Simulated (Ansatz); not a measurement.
The crystal is BiB2Sb (ordered alloy, started on the zincblende lattice) (R3m).

```cif
data_structure
_symmetry_space_group_name_H-M 'P 1'
_symmetry_Int_Tables_number 1
_cell_length_a 12.6498
_cell_length_b 12.6498
_cell_length_c 12.6498
_cell_angle_alpha 17.340
_cell_angle_beta 17.340
_cell_angle_gamma 17.340
_cell_volume 156.90
loop_
_atom_site_label
_atom_site_type_symbol
_atom_site_fract_x
_atom_site_fract_y
_atom_site_fract_z
_atom_site_occupancy
Sb1 Sb 0.00096 0.00096 0.00096 1
B2 B 0.68738 0.68738 0.68738 1
Sb3 Sb 0.74866 0.74866 0.74866 1
B4 B 0.43466 0.43466 0.43466 1
Bi5 Bi 0.49904 0.49904 0.49904 1
B6 B 0.18767 0.18767 0.18767 1
Bi7 Bi 0.25134 0.25134 0.25134 1
B8 B 0.94028 0.94028 0.94028 1
```

The structure was relaxed with PBE. The runs that relaxed it are not among those shown. Spin-orbit coupling is left out unless a run names it. PAW set soft_2, made with PBE.

Gaps computed with Ansatz 0.2.0 without a self-energy: PBE 0.65 eV, PBE+SOC 0.45 eV and r2SCAN 0.76 eV.

Q: Estimate the G0W0@PBE gap with 4×4×4 mesh, 411 empty bands, screening to 110 eV, default PAW files.

About 0.87 eV: on its mesh the run moves the gap from 0.67 eV by +0.22 eV, and the mesh misses the edges by 0.01 eV. Among the scalar-relativistic levels given, r2SCAN is nearest (−0.11 eV). Spin-orbit coupling is not in that value; its −0.20 eV at the PBE level would bring it to about 0.67 eV. Bands and cutoff are finite, so the gap stands short of the basis limit, usually by up to a few tenths of an eV; the mesh is an error of its own. Where an edge is built on 6p states of lead, bismuth or thallium, scalar-relativistic gaps usually stand too wide, by a few tenths to over one eV. The many-body steps are scalar-relativistic: spin-orbit coupling is not in them.

[Long decimals in the printed logs are rounded to 6 places.]

[Logs are printed without paths, hosts, clocks, repeated set-up lines and the standing remarks that a program may print on its own settings, such as how far it seeks lower states.]

[Paths, hosts, dates, memory and timing lines, banners, echoed tables and standing remarks are left out of the program output; an Ansatz launch command may be rebuilt from the run's recorded settings. Measured values are a selection of at most five: reports struck by readers or far from the other reports are left out. None is set beside runs whose start may be inverted or whose files or cutoffs have a known fault.]

[Runs of the session that timed out or met a known fault of the program may be left out.]

[Cells called generated may have been cut or substituted from an entry of the Crystallography Open Database or the Materials Project.]

[Hosts, paths, dates, database ids (printed as entryN), source tags and the programs' standing remarks are cut or masked in the printed files.]

[Where the starting crystal was built by hand or by swapping elements, it need not be the compound's stable phase.]
